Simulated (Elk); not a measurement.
# Magnetic state of ZnCr3B from several starts

A self-consistent run ends on one state, which hangs on the start. Several orders of ZnCr3B are started in Elk and their energies compared.

Method: PBE; all-electron APW+lo, Dirac cores, scalar-relativistic bands, in Elk 11.2.3 (patched build).

## (1) Set-up

The structure is cubic, space group Pm-3m (No. 221). Conventional cell: a = 3.889 Å, b = 3.889 Å, c = 3.889 Å, α = 90.00°, β = 90.00°, γ = 90.00°. Nearest to Cr lie 2 B at 1.94 Å and 8 Cr at 2.75 Å and 4 Zn at 2.75 Å. Zn has 12 Cr at 2.75 Å nearest. Nearest to B lie 6 Cr at 1.94 Å. invented: Mn3ZnC (Pm-3m) with B for C, Cr for Mn. Farther neighbours are not listed.

The cell is a made-up one and need not be a known phase.

## (2) Order 1, typed as ferro +++

The parallel start comes first: it fits the smallest cell, keeps the most symmetry and shows whether parallel moments form.

The last three numbers of an atom's line are a seed field in its sphere. It points against the wanted moment and shrinks by the factor reducebf each loop.

Input file elk.in:

```
tasks
  0
  33
  73

xctype
  20

rgkmax
  7.0

nempty
  14

swidth
  0.002

reducebf
  0.5

epsengy
  1e-05

maxscl
  100

lmaxi
  3

spinpol
  .true.

sppath
  './'

avec
  7.34903529455 0.00000000000 0.00000000000
  0.00000000000 7.34903529455 0.00000000000
  0.00000000000 0.00000000000 7.34903529455

atoms
  3
  'Cr.in'
  3
  0.0000000000 0.5000000000 0.5000000000   0.000000 0.000000 -0.075000
  0.5000000000 0.5000000000 0.0000000000   0.000000 0.000000 -0.075000
  0.5000000000 0.0000000000 0.5000000000   0.000000 0.000000 -0.075000
  'Zn.in'
  1
  0.0000000000 0.0000000000 0.0000000000   0.000000 0.000000 0.000000
  'B.in'
  1
  0.5000000000 0.5000000000 0.5000000000   0.000000 0.000000 0.000000

ngridk
  6 6 6

plot3d
  0 0 0
  1 0 0
  0 1 0
  0 0 1
  20 20 20
```

Launch:

```bash
OMP_NUM_THREADS=4 elk
```

Numbers of over 12 decimals in the logs are rounded to 6 here.

The program printed:

```text
Warning(gndstate): core states of species 3 leak from the muffin-tin :   0.3967560864E-03

--- INFO.OUT ---
┌─────────────────────────┐
│ Elk code version 11.2.3 │
└─────────────────────────┘

All units are atomic (Hartree, Bohr, etc.)

┌─────────────────────────────────────────────────┐
│ Ground-state run starting from atomic densities │
└─────────────────────────────────────────────────┘

Lattice vectors :
   7.349035295       0.000000000       0.000000000
   0.000000000       7.349035295       0.000000000
   0.000000000       0.000000000       7.349035295

Reciprocal lattice vectors :
  0.8549673604       0.000000000       0.000000000
   0.000000000      0.8549673604       0.000000000
   0.000000000       0.000000000      0.8549673604

Unit cell volume      :    396.9090481
Brillouin zone volume :   0.6249547966

Muffin-tin inner radius fraction :   0.1000000000E-01

Nuclei treated as point charges

Species : 1 (Cr)
 parameters loaded from : Cr.in
 name : chromium
 nuclear charge    :   -24.00000000
 electronic charge :    24.00000000
 atomic mass :    94783.09202
 muffin-tin radius :    2.071152941
 number of radial points in muffin-tin :    993
 inner part over the whole radius :   0.9982252465E-02
 number on inner part of muffin-tin    :    697
 approximate nuclear radius :   0.6987106690E-04
 number of mesh points to nuclear radius :    331
 atomic positions (lattice), magnetic fields (Cartesian) :
  1 :   0.00000000  0.50000000  0.50000000    0.00000000  0.00000000 -0.07500000
  2 :   0.50000000  0.50000000  0.00000000    0.00000000  0.00000000 -0.07500000
  3 :   0.50000000  0.00000000  0.50000000    0.00000000  0.00000000 -0.07500000

Species : 2 (Zn)
 parameters loaded from : Zn.in
 name : zinc
 nuclear charge    :   -30.00000000
 electronic charge :    30.00000000
 atomic mass :    119233.3130
 muffin-tin radius :    2.400000000
 number of radial points in muffin-tin :    993
 inner part over the whole radius :   0.9843840322E-02
 number on inner part of muffin-tin    :    701
 approximate nuclear radius :   0.7484757725E-04
 number of mesh points to nuclear radius :    337
 atomic positions (lattice), magnetic fields (Cartesian) :
  1 :   0.00000000  0.00000000  0.00000000    0.00000000  0.00000000  0.00000000

Species : 3 (B)
 parameters loaded from : B.in
 name : boron
 nuclear charge    :   -5.000000000
 electronic charge :    5.000000000
 atomic mass :    19707.24742
 muffin-tin radius :    1.553364706
 number of radial points in muffin-tin :    593
 inner part over the whole radius :   0.9939955124E-02
 number on inner part of muffin-tin    :    403
 approximate nuclear radius :   0.4534157419E-04
 number of mesh points to nuclear radius :    163
 atomic positions (lattice), magnetic fields (Cartesian) :
  1 :   0.50000000  0.50000000  0.50000000    0.00000000  0.00000000  0.00000000

Total number of atoms per unit cell :    5
Total muffin-tin volume :    185.2529946
 ratio of muffin-tin to unit cell volume :   0.4667391571

Spin treatment :
 spin-polarised
 global magnetic field (Cartesian) :    0.000000000       0.000000000       0.000000000
 collinear magnetisation in z-direction

Number of Bravais lattice symmetries :   48
Number of crystal symmetries         :   48
Crystal has inversion symmetry
Real symmetric eigensolver will be used

k-point grid :      6     6     6
k-point offset :    0.000000000       0.000000000       0.000000000
k-point set is reduced with full crystal symmetry group
Total number of k-points :       20

Muffin-tin radius times maximum |G+k| :    7.000000000
 using average radius
Maximum |G+k| for APW functions       :    3.442569835
Maximum (1/2)|G+k|²                   :    5.925643534
Maximum |G| for potential and density :    12.00000000
Constant for pseudocharge density :    7
 order of it for each species :   14  14  14
 order of it for pair densities of each species (exact exchange by exxq0 0: 14) :   10  14   4
Radial integration step length :    1

G-vector grid sizes :     30    30    30
Number of G-vectors :    11513

Maximum angular momentum used for
 APW functions            :    8
 outer part of muffin-tin :    6
 inner part of muffin-tin :    3

Total nuclear charge    :   -107.0000000
Total core charge       :    44.00000000
Total valence charge    :    63.00000000
Total excess charge     :    0.000000000
Total electronic charge :    107.0000000

Effective Wigner radius, rₛ :   0.9602983975

Number of empty states         :     70
Total number of valence states :    204
Total number of core states    :     44

Third-order local-orbitals added for an l without core states : T
Total number of local-orbitals :     98

Exchange-correlation functional :     20     0     0
 Perdew-Burke-Ernzerhof, Phys. Rev. Lett. 77, 3865 (1996)
 gradient requirement :    1
 generalised gradient approximation (GGA)

Smearing type :    3
 Fermi-Dirac
Smearing width :   0.2000000000E-02
Effective electronic temperature (K) :    631.5500496

Mixing type :    3
 Broyden mixing, J. Phys. A: Math. Gen. 17, L317 (1984)

Kohn-Sham potential initialised from atomic data

┌──────────────────────────────┐
│ Self-consistent loop started │
└──────────────────────────────┘

┌─────────────────┐
│ Loop number : 1 │
└─────────────────┘

Energies :
 Fermi                       :     0.306427
 sum of occupied eigenvalues :     -2870.4889945365
 electron kinetic            :      5019.0862205279
 core electron kinetic       :      4526.4909963661
 Coulomb                     :     -9772.8567524112
 Coulomb potential           :     -7637.7117575946
 nuclear-nuclear             :     -841.38184621045
 electron-nuclear            :     -10251.452929045
 Hartree                     :      1319.9780228440
 Madelung                    :     -5954.0008736139
 xc potential                :     -251.71495904081
 xc effective B-field        :    -0.83980589714701E-01
 external B-field            :      0.000000
 exchange                    :     -215.28019912707
 correlation                 :     -4.903814
 electron entropic           :    -0.87813688555551E-03
 total energy                :     -4973.9554227440
 (external B-field energy excluded from total)

Density of states at Fermi energy :    64.56645003
 (states/Hartree/unit cell)

Estimated indirect band gap :   0.7316253766E-03
 from k-point 3 to k-point 9
Estimated direct band gap   :   0.3899880959E-02
 at k-point 4

Charges :
 core                        :    44.00000000
 valence                     :    63.00000000
 interstitial                :    9.341779284
 muffin-tins (core leakage)
  species : 1 (Cr)
   atom 1                    :    21.27379883     ( -0.2138052864E-06)
[...]
species : 2 (Zn)
   atom 1                    :  -0.1401036472E-01
  species : 3 (B)
   atom 1                    :  -0.4682085926E-01
 total in muffin-tins        :    3.294918479
 total moment                :    3.692930590

┌─────────────────┐
│ Loop number : 2 │
└─────────────────┘

Energies :
 Fermi                       :     0.305038
 sum of occupied eigenvalues :     -2870.7725964356
 electron kinetic            :      5018.6255477864
 core electron kinetic       :      4525.7084484643
 Coulomb                     :     -9773.6410892157
 Coulomb potential           :     -7637.4168152679
 nuclear-nuclear             :     -841.38184621045
 electron-nuclear            :     -10253.331615881
 Hartree                     :      1321.0723728758
 Madelung                    :     -5954.9326815817
 xc potential                :     -251.83516522283
 xc effective B-field        :    -0.85257737239378E-01
 external B-field            :      0.000000
 exchange                    :     -215.34348794538
 correlation                 :     -4.904034
 electron entropic           :    -0.88426609860922E-03
 total energy                :     -4975.2639478953
 (external B-field energy excluded from total)

Density of states at Fermi energy :    64.57750224
 (states/Hartree/unit cell)

Estimated indirect band gap :   0.1457269726E-02
 from k-point 3 to k-point 9
Estimated direct band gap   :   0.3652964546E-02
 at k-point 4

Charges :
 core                        :    44.00000000
 valence                     :    63.00000000
 interstitial                :    9.307398454
 muffin-tins (core leakage)
  species : 1 (Cr)
   atom 1                    :    21.29734445     ( -0.2138091677E-06)
   atom 2                    :    21.29734445     ( -0.2138091677E-06)
   atom 3                    :    21.29734445     ( -0.2138091677E-06)
  species : 2 (Zn)
   atom 1                    :    29.02834546     (  0.8727227971E-04)
  species : 3 (B)
   atom 1                    :    4.772222733     (  0.3790850696E-03)
 total in muffin-tins        :    97.69260155
 total calculated charge     :    106.9992362
 total charge                :    107.0000000
 error                       :   0.7638404566E-03

Moments :
 interstitial                :   0.3940456305
 muffin-tins
  species : 1 (Cr)
   atom 1                    :    1.127956393
   atom 2                    :    1.127956393
   atom 3                    :    1.127956393
  species : 2 (Zn)
   atom 1                    :  -0.1510276517E-01
  species : 3 (B)
   atom 1                    :  -0.4784154089E-01
 total in muffin-tins        :    3.320924874
 total moment                :    3.714970504

RMS change in Kohn-Sham potential (target) :    5.717675650     (  0.1000000000E-05)
Absolute change in total energy (target)   :    1.308525151     (  0.1000000000E-04)

[... loops 3 to 87 left out ...]

┌──────────────────┐
│ Loop number : 88 │
└──────────────────┘

Energies :
 Fermi                       :     0.339695
 sum of occupied eigenvalues :     -2869.8064775015
 electron kinetic            :      5042.7021305489
 core electron kinetic       :      4525.5717686647
 Coulomb                     :     -9794.1125303168
 Coulomb potential           :     -7624.2199322158
 nuclear-nuclear             :     -841.38184621045
 electron-nuclear            :     -10308.024082075
 Hartree                     :      1355.2933979686
 Madelung                    :     -5982.0025642089
 xc potential                :     -288.28375748881
 xc effective B-field        :    -0.49174861773819E-02
 external B-field            :      0.000000
 exchange                    :     -217.22750657264
 correlation                 :     -4.918361
 electron entropic           :    -0.23316197252240E-02
 total energy                :     -4973.5585993224
 (external B-field energy excluded from total)

Density of states at Fermi energy :    171.3698828
 (states/Hartree/unit cell)

Estimated indirect band gap :   0.5944344904E-03
 from k-point 13 to k-point 4
Estimated direct band gap   :   0.1983425834E-02
 at k-point 13

Charges :
 core                        :    44.00000000
 valence                     :    63.00000000
 interstitial                :    8.156095902
 muffin-tins (core leakage)
  species : 1 (Cr)
   atom 1                    :    22.03524031     ( -0.2138830606E-06)
   atom 2                    :    22.03524031     ( -0.2138830606E-06)
   atom 3                    :    22.03524031     ( -0.2138830606E-06)
  species : 2 (Zn)
   atom 1                    :    29.04938300     (  0.8073213753E-04)
  species : 3 (B)
   atom 1                    :    3.688800166     (  0.3967560725E-03)
 total in muffin-tins        :    98.84390410
 total calculated charge     :    106.9992529
 total charge                :    107.0000000
 error                       :   0.7471129468E-03

Moments :
 interstitial                :   0.9445150414E-01
 muffin-tins
  species : 1 (Cr)
   atom 1                    :   0.2715443523
   atom 2                    :   0.2715443523
   atom 3                    :   0.2715443523
  species : 2 (Zn)
   atom 1                    :   0.8610412798E-03
  species : 3 (B)
   atom 1                    :  -0.6633586602E-02
 total in muffin-tins        :   0.8088605117
 total moment                :   0.9033120159

RMS change in Kohn-Sham potential (target) :   0.3176744530E-06 (  0.1000000000E-05)
Absolute change in total energy (target)   :   0.1285795406E-05 (  0.1000000000E-04)

Convergence targets achieved

┌──────────────────┐
│ Loop number : 89 │
└──────────────────┘

Energies :
 Fermi                       :     0.339695
 sum of occupied eigenvalues :     -2869.8064727787
 electron kinetic            :      5042.7021354876
 core electron kinetic       :      4525.5717735090
 Coulomb                     :     -9794.1125270294
 Coulomb potential           :     -7624.2199318736
 nuclear-nuclear             :     -841.38184621045
 electron-nuclear            :     -10308.024075785
 Hartree                     :      1355.2933949657
 Madelung                    :     -5982.0025610926
 xc potential                :     -288.28375791957
 xc effective B-field        :    -0.49182830245657E-02
 external B-field            :      0.000000
 exchange                    :     -217.22750687700
 correlation                 :     -4.918361
 electron entropic           :    -0.23315965557128E-02
 total energy                :     -4973.5585913231
 (external B-field energy excluded from total)

Density of states at Fermi energy :    171.3674871
 (states/Hartree/unit cell)

Estimated indirect band gap :   0.5935208876E-03
 from k-point 13 to k-point 4
Estimated direct band gap   :   0.1982561435E-02
 at k-point 13

Charges :
 core                        :    44.00000000
 valence                     :    63.00000000
 interstitial                :    8.156095858
 muffin-tins (core leakage)
  species : 1 (Cr)
   atom 1                    :    22.03524030     ( -0.2138836486E-06)
   atom 2                    :    22.03524030     ( -0.2138836486E-06)
   atom 3                    :    22.03524030     ( -0.2138836486E-06)
  species : 2 (Zn)
   atom 1                    :    29.04938289     (  0.8073213990E-04)
  species : 3 (B)
   atom 1                    :    3.688800351     (  0.3967560864E-03)
 total in muffin-tins        :    98.84390414
 total calculated charge     :    106.9992529
 total charge                :    107.0000000
 error                       :   0.7471125023E-03

Moments :
 interstitial                :   0.9445732396E-01
 muffin-tins
  species : 1 (Cr)
   atom 1                    :   0.2715670065
   atom 2                    :   0.2715670065
   atom 3                    :   0.2715670065
  species : 2 (Zn)
   atom 1                    :   0.8603950484E-03
  species : 3 (B)
   atom 1                    :  -0.6634900213E-02
 total in muffin-tins        :   0.8089265144
 total moment                :   0.9033838384

┌──────────────────────────────┐
│ Self-consistent loop stopped │
└──────────────────────────────┘

Warning : core states of species 3 leak from the muffin-tin :   0.3967560864E-03

Wrote STATE.OUT
```

It took 12 min on 4 threads of Arm Neoverse V1, shared host; peak memory 0.44 GiB; 47 min of CPU time.

Spin moment in the muffin-tin sphere by atom:

```tsv
atom	spin moment in the muffin-tin sphere (μB)
Cr1	0.272
Cr2	0.272
Cr3	0.272
Zn4	0.001
B5	-0.007
```

This step gave:

| Property | Result |
| --- | --- |
| density of states at the Fermi level | 6.298 states/eV/cell |
| moment between the spheres | 0.09446 μB |
| magnetization | 0.9034 μB |
| final state | ferromagnetic |

After 89 cycles the largest moment stands at 0.272 μB.

(Part 1 of 2 ends here.)

[Logs and program files are shortened in this print: banners, set-up blocks, solver, clock and traceback lines can be left out without a mark of their own.]

[Logs are printed without paths, hosts, clocks, repeated set-up lines and the standing remarks that a program may print on its own settings, such as how far it seeks lower states.]

[Hosts, paths, dates, database ids (printed as entryN), source tags and the programs' standing remarks are cut or masked in the printed files.]

[Where a cell is said to come from a database of computed structures, the database is the Materials Project.]
